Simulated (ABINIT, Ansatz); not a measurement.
**K2TaNbO6 (P4/mmm): one start, several treatments of the self-energy**

How much does the gap of K2TaNbO6 (P4/mmm) depend on the approximation to the self-energy?

Program: ABINIT 10.8.3. Level of theory: LDA and many-body steps on it, plane waves. Results are calculated unless marked as measured.

This is a report of a sequence of runs, with most program output left out.

## 1. Set-up

The structure is tetragonal, space group P4/mmm (No. 123). The conventional cell has a = 4.052 Å, b = 4.052 Å, c = 8.100 Å, α = 90.00°, β = 90.00°, γ = 90.00°. Nearest to K lie 12 O at 2.86 to 2.87 Å. Nearest to Ta lie 6 O at 2.01 to 2.03 Å. Nearest to Nb lie 6 O at 2.03 to 2.04 Å. Nearest to O lie 1 Ta at 2.01 Å and 1 Nb at 2.04 Å and 4 K at 2.86 Å. Nearest to O lie 2 Ta at 2.03 Å and 4 K at 2.87 Å. O has 2 Nb at 2.03 Å and 4 K at 2.86 Å nearest. Farther neighbours and most contacts between anions are not listed.

As a file:

```cif
data_structure
_symmetry_space_group_name_H-M 'P 1'
_symmetry_Int_Tables_number 1
_cell_length_a 4.0515
_cell_length_b 4.0515
_cell_length_c 8.0999
_cell_angle_alpha 90.000
_cell_angle_beta 90.000
_cell_angle_gamma 90.000
_cell_volume 132.96
loop_
_atom_site_label
_atom_site_type_symbol
_atom_site_fract_x
_atom_site_fract_y
_atom_site_fract_z
_atom_site_occupancy
K1 K 0.50000 0.50000 0.25119 1
K2 K 0.50000 0.50000 0.74881 1
Ta3 Ta 0.00000 0.00000 0.00000 1
Nb4 Nb 0.00000 0.00000 0.50000 1
O5 O 0.00000 0.00000 0.24798 1
O6 O 0.00000 0.00000 0.75202 1
O7 O 0.00000 0.50000 0.00000 1
O8 O 0.50000 0.00000 0.00000 1
O9 O 0.00000 0.50000 0.50000 1
O10 O 0.50000 0.00000 0.50000 1
```

The cell and positions are those that the Materials Project relaxed with its own functionals (PBE, PBE+U or r2SCAN), kept fixed. Spin-orbit coupling is left out unless a step names it.

## 2. Empty states on the mesh, 2×2×1 mesh, 280 bands

This step: ABINIT 10.8.3; DFT, LDA, plane waves, norm-conserving pseudopotentials.

The sums over transitions need many empty states on a uniform mesh; this step solves for them.

File run.abi:

```
acell 3*1.0 Angstrom
rprim 
  4.051501000000 0.000000000000 0.000000000000
  0.000000000000 4.051501000000 0.000000000000
  0.000000000000 0.000000000000 8.099891000000
ntypat 4
znucl 19 73 41 8
natom 10
typat 1 1 2 3 4 4 4 4 4 4
xred 
  0.500000000000 0.500000000000 0.251188000000
  0.500000000000 0.500000000000 0.748812000000
  0.000000000000 0.000000000000 0.000000000000
  0.000000000000 0.000000000000 0.500000000000
  0.000000000000 0.000000000000 0.247978000000
  0.000000000000 0.000000000000 0.752022000000
  0.000000000000 0.500000000000 0.000000000000
  0.500000000000 0.000000000000 0.000000000000
  0.000000000000 0.500000000000 0.500000000000
  0.500000000000 0.000000000000 0.500000000000
pp_dirpath "pseudos"
pseudos "K.upf, Ta.upf, Nb.upf, O.upf"
ecut 37
ngkpt 2 2 1
nshiftk 1
shiftk 0 0 0
kptopt 1
chksymbreak 0
iscf -2
irdden 1
istwfk *1
nband 280
nbdbuf 24
tolwfr 1e-09
nstep 60
prtvol 0
indata_prefix "in"
outdata_prefix "out"
tmpdata_prefix "tmp"
```

Run with:

```
$ OMP_NUM_THREADS=1 mpirun -n 4 abinit run.abi > log
```

Elapsed: 5.8 min, on 4 MPI ranks of Arm Neoverse N1, shared host; peak memory 0.48 GiB.

This step gave:

```yaml
gap: 1.316 eV
k_of_the_valence_top: 0.5, 0.5, 0
k_of_the_conduction_bottom: 0, 0, 0
least_direct_gap: 1.783 eV
k_points_computed: 3
lowest_point_of_the_top_converged_band_above_the_valence_top: 72.9532 eV
```

On this mesh the gap is 1.316 eV.

The density comes from a self-consistent run that is not shown.

## 3. Screening, 2×2×1 mesh, 128 bands, screening to 114.3 eV

The RPA dielectric matrix is built and inverted for each q.

This step: RPA screening on LDA, plane waves, norm-conserving pseudopotentials.

run.abi, as its differences from that of step 2:

```diff
@@ -28,10 +28,11 @@
 chksymbreak 0
-iscf -2
-irdden 1
 istwfk *1
-nband 280
-nbdbuf 24
-tolwfr 1e-09
-nstep 60
-prtvol 0
+occopt 1
+irdwfk 1
+optdriver 3
+nband 128
+ecuteps 4.2
+inclvkb 2
+awtr 1
+symchi 1
 indata_prefix "in"
```

Wall time 80 s (4 MPI ranks); peak memory 1.6 GiB.

Numbers from this step:

```
ε∞ with local fields, on this mesh, along the program's q direction : 12.18
the same without local fields                                       : 13.03
plasma frequency                                                    : 28.80 eV
plane waves in the screening matrix                                 : 371
```

Local fields lower ε∞ by 6 %. On a Γ-centred mesh this coarse the value itself is usually too large, while a short band sum pulls it down.

## 4. G0W0, Godby-Needs plasmon pole

The self-energy is evaluated for the states that the input lists, and the levels follow from it, in one-shot runs by the linearised quasiparticle equation.

This step: G0W0 on LDA, plane waves, norm-conserving pseudopotentials.

run.abi, as its differences from that of step 3:

```diff
@@ -31,8 +31,19 @@
 irdwfk 1
-optdriver 3
+optdriver 4
 nband 128
+gwcalctyp 0
+ecutsigx 37
+symsigma 1
+nkptgw 3
+kptgw 
+  0.5000000000 0.5000000000 0.0000000000
+  0.0000000000 0.0000000000 0.0000000000
+  0.5000000000 0.0000000000 0.0000000000
+bdgw 
+  38 42
+  39 43
+  39 42
 ecuteps 4.2
-inclvkb 2
-awtr 1
-symchi 1
+irdscr 1
+ppmodel 1
 indata_prefix "in"
```

It took 29 s on 4 MPI ranks; peak memory 1.1 GiB; 1.9 min of CPU time.

This step gave:

| Item | Value |
| --- | --- |
| G0W0 gap on the points computed | 2.652 eV |
| starting gap on the mesh | 1.316 eV |
| k of the valence top | 0.5, 0.5, 0 |
| k of the conduction bottom | 0, 0, 0 |
| Z at the valence top | 0.764 |
| Z at the conduction bottom | 0.802 |
| least direct G0W0 gap on the computed points | 3.138 eV |

The gap on the mesh goes from 1.32 eV to 2.65 eV, a correction of +1.34 eV.

## 5. G0W0, von der Linden-Horsch plasmon pole

run.abi, as its differences from that of step 4:

```diff
@@ -47,3 +47,3 @@
 irdscr 1
-ppmodel 1
+ppmodel 3
 indata_prefix "in"
```

The job ended after 18 s (4 MPI ranks; peak memory 1.1 GiB).

This step gave:

| Quantity | Value |
| --- | --- |
| G0W0 gap on the points computed | 2.644 eV |
| starting gap on the mesh | 1.316 eV |
| k of the valence top | 0.5, 0.5, 0 |
| k of the conduction bottom | 0, 0, 0 |
| Z at the valence top | 0.83 |
| Z at the conduction bottom | 0.851 |
| least direct G0W0 gap on the computed points | 3.132 eV |

Against G0W0 in ABINIT (2×2×1 mesh, 128 bands, screening to 114.3 eV, Godby-Needs plasmon pole), the gap moves by −0.008 eV.

## 6. G0W0, Engel-Farid plasmon pole

run.abi, as its differences from that of step 5:

```diff
@@ -47,3 +47,3 @@
 irdscr 1
-ppmodel 3
+ppmodel 4
 indata_prefix "in"
```

Wall time 18 s (4 MPI ranks); peak memory 1.1 GiB; 73 s of CPU time.

This step gave:

| Item | Value |
| --- | --- |
| G0W0 gap on the points computed | 2.635 eV |
| starting gap on the mesh | 1.316 eV |
| k of the valence top | 0.5, 0.5, 0 |
| k of the conduction bottom | 0, 0, 0 |
| least direct G0W0 gap on the computed points | 3.12 eV |

Against G0W0 in ABINIT (2×2×1 mesh, 128 bands, screening to 114.3 eV, Godby-Needs plasmon pole), the gap moves by −0.017 eV.

## 7. One-shot COHSEX

This step: one-shot COHSEX on LDA, plane waves, norm-conserving pseudopotentials.

run.abi, as its differences from that of step 6:

```diff
@@ -33,3 +33,3 @@
 nband 128
-gwcalctyp 0
+gwcalctyp 7
 ecutsigx 37
@@ -47,3 +47,2 @@
 irdscr 1
-ppmodel 4
 indata_prefix "in"
```

The job ended after 13 s (4 MPI ranks; peak memory 0.97 GiB; 51 s of CPU time).

Numbers from this step:

```
quasiparticle gap on the points computed              : 2.963 eV
starting gap on the mesh                              : 1.316 eV
k of the valence top                                  : 0.5, 0.5, 0
k of the conduction bottom                            : 0, 0, 0
least direct quasiparticle gap on the computed points : 3.466 eV
```

Against G0W0 in ABINIT (2×2×1 mesh, 128 bands, screening to 114.3 eV, Godby-Needs plasmon pole), the gap moves by +0.311 eV.

## 8. One-shot Hartree-Fock

This step: one-shot Hartree-Fock on LDA, plane waves, norm-conserving pseudopotentials.

run.abi, as its differences from that of step 7:

```diff
@@ -32,4 +32,4 @@
 optdriver 4
-nband 128
-gwcalctyp 7
+nband 44
+gwcalctyp 5
 ecutsigx 37
@@ -45,4 +45,4 @@
   39 42
-ecuteps 4.2
-irdscr 1
+ixc_sigma 40
+fftgw 31
 indata_prefix "in"
```

It took 12 s on 4 MPI ranks; peak memory 0.92 GiB; 47 s of CPU time.

Numbers from this step:

```
quasiparticle gap on the points computed              : 12.74 eV
starting gap on the mesh                              : 1.316 eV
k of the valence top                                  : 0.5, 0.5, 0
k of the conduction bottom                            : 0, 0, 0
least direct quasiparticle gap on the computed points : 13.20 eV
```

Against G0W0 in ABINIT (2×2×1 mesh, 128 bands, screening to 114.3 eV, Godby-Needs plasmon pole), the gap moves by +10.089 eV.

## 9. Screening, 2×2×1 mesh, 128 bands, screening to 114.3 eV

This step: RPA screening on LDA, plane waves, norm-conserving pseudopotentials.

run.abi, as its differences from that of step 8:

```diff
@@ -31,18 +31,14 @@
 irdwfk 1
-optdriver 4
-nband 44
-gwcalctyp 5
-ecutsigx 37
-symsigma 1
-nkptgw 3
-kptgw 
-  0.5000000000 0.5000000000 0.0000000000
-  0.0000000000 0.0000000000 0.0000000000
-  0.5000000000 0.0000000000 0.0000000000
-bdgw 
-  38 42
-  39 43
-  39 42
-ixc_sigma 40
-fftgw 31
+optdriver 3
+nband 128
+ecuteps 4.2
+inclvkb 2
+awtr 1
+symchi 1
+gwcalctyp 2
+nfreqre 16
+freqremax 40 eV
+nfreqim 8
+spmeth 1
+nomegasf 120
 indata_prefix "in"
```

It took 89 s on 4 MPI ranks; peak memory 2.6 GiB.

Numbers from this step:

* ε∞ with local fields, on this mesh, along the program's q direction: 12.51
* the same without local fields: 13.40
* plasma frequency: 28.80 eV
* plane waves in the screening matrix: 371

## 10. G0W0, contour deformation

This step: G0W0 on LDA, plane waves, norm-conserving pseudopotentials.

run.abi, as its differences from that of step 9:

```diff
@@ -31,14 +31,18 @@
 irdwfk 1
-optdriver 3
+optdriver 4
 nband 128
+gwcalctyp 2
+ecutsigx 37
+symsigma 1
+nkptgw 3
+kptgw 
+  0.5000000000 0.5000000000 0.0000000000
+  0.0000000000 0.0000000000 0.0000000000
+  0.5000000000 0.0000000000 0.0000000000
+bdgw 
+  38 42
+  39 43
+  39 42
 ecuteps 4.2
-inclvkb 2
-awtr 1
-symchi 1
-gwcalctyp 2
-nfreqre 16
-freqremax 40 eV
-nfreqim 8
-spmeth 1
-nomegasf 120
+irdscr 1
 indata_prefix "in"
```

Run time: 22 s. Hardware: 4 MPI ranks; peak memory 1.3 GiB.

Numbers from this step:

| Property | Result |
| --- | --- |
| G0W0 gap on the points computed | 2.611 eV |
| starting gap on the mesh | 1.316 eV |
| k of the valence top | 0.5, 0.5, 0 |
| k of the conduction bottom | 0, 0, 0 |
| least direct G0W0 gap on the computed points | 3.084 eV |

Against G0W0 in ABINIT (2×2×1 mesh, 128 bands, screening to 114.3 eV, Godby-Needs plasmon pole), the gap moves by −0.041 eV.

## 11. The runs together

Times are wall times on 4 MPI ranks of Arm Neoverse N1, shared host, good to a factor of about two. A run's time includes the screening step that it read.

```csv
run,mesh,bands,screening cutoff (eV),DFT gap (eV),gap on the mesh (eV),direct (eV),ε∞ used,time
"G0W0, Godby-Needs plasmon pole",2×2×1,128,114.3,1.316,2.652,3.138,12.18,1.8 min
"G0W0, von der Linden-Horsch plasmon pole",2×2×1,128,114.3,1.316,2.644,3.132,12.18,98 s
"G0W0, Engel-Farid plasmon pole",2×2×1,128,114.3,1.316,2.635,3.120,12.18,98 s
one-shot COHSEX,2×2×1,128,114.3,1.316,2.963,3.466,12.18,93 s
one-shot Hartree-Fock,2×2×1,-,-,1.316,12.741,13.195,-,12 s
"G0W0, contour deformation",2×2×1,128,114.3,1.316,2.611,3.084,12.51,1.8 min
```

## 12. Results

```yaml
g0w0_godby_needs_plasmon_pole: 2.652 eV
g0w0_von_der_linden_horsch_plasmon_pole: 2.644 eV
g0w0_engel_farid_plasmon_pole: 2.635 eV
one_shot_cohsex: 2.963 eV
one_shot_hartree_fock: 12.741 eV
g0w0_contour_deformation: 2.611 eV
known_limits: not at the basis limit; no spin-orbit coupling; coarse k mesh
```

G0W0, von der Linden-Horsch plasmon pole: −0.008 eV against G0W0, Godby-Needs plasmon pole. G0W0, Engel-Farid plasmon pole: −0.017 eV against G0W0, Godby-Needs plasmon pole. One-shot COHSEX: +0.311 eV against G0W0, Godby-Needs plasmon pole. One-shot Hartree-Fock: +10.089 eV against G0W0, Godby-Needs plasmon pole. G0W0, contour deformation: −0.041 eV against G0W0, Godby-Needs plasmon pole. Bare exchange alone opens the gap to 12.74 eV; against G0W0, correlation takes back 10.09 eV. Static COHSEX lies above G0W0: it lacks the factor Z and overstates the Coulomb hole of the filled states. Bands and cutoff are finite, so the gap is not at the basis limit. The miss can reach some tenths of an eV and take either sign; the mesh is an error of its own. The 2×2×1 mesh is coarse for this cell, which bears on the long-range parts of exchange and screening. The many-body steps are scalar-relativistic: spin-orbit coupling is not in them.

[Paths, hosts, dates, memory and timing lines, banners, echoed tables and standing remarks are left out of the program output.]

[Logs are printed without paths, hosts, clocks, repeated set-up lines and the standing remarks that a program may print on its own settings, such as how far it seeks lower states.]

[Runs of the session that timed out or met a known fault of the program may be left out.]

[Hosts, paths, dates, database ids (printed as entryN), source tags and the programs' standing remarks are cut or masked in the printed files.]

[G0W0 gaps are taken among the corrected bands and points alone; a level outside them can change the order at an edge.]

[Where Ansatz stands beside ABINIT at settings called matched, ABINIT's density can come from a denser mesh and the files from another edition; pairs whose starting gaps differed by over 0.03 eV were left out, so agreement reads better than it is.]
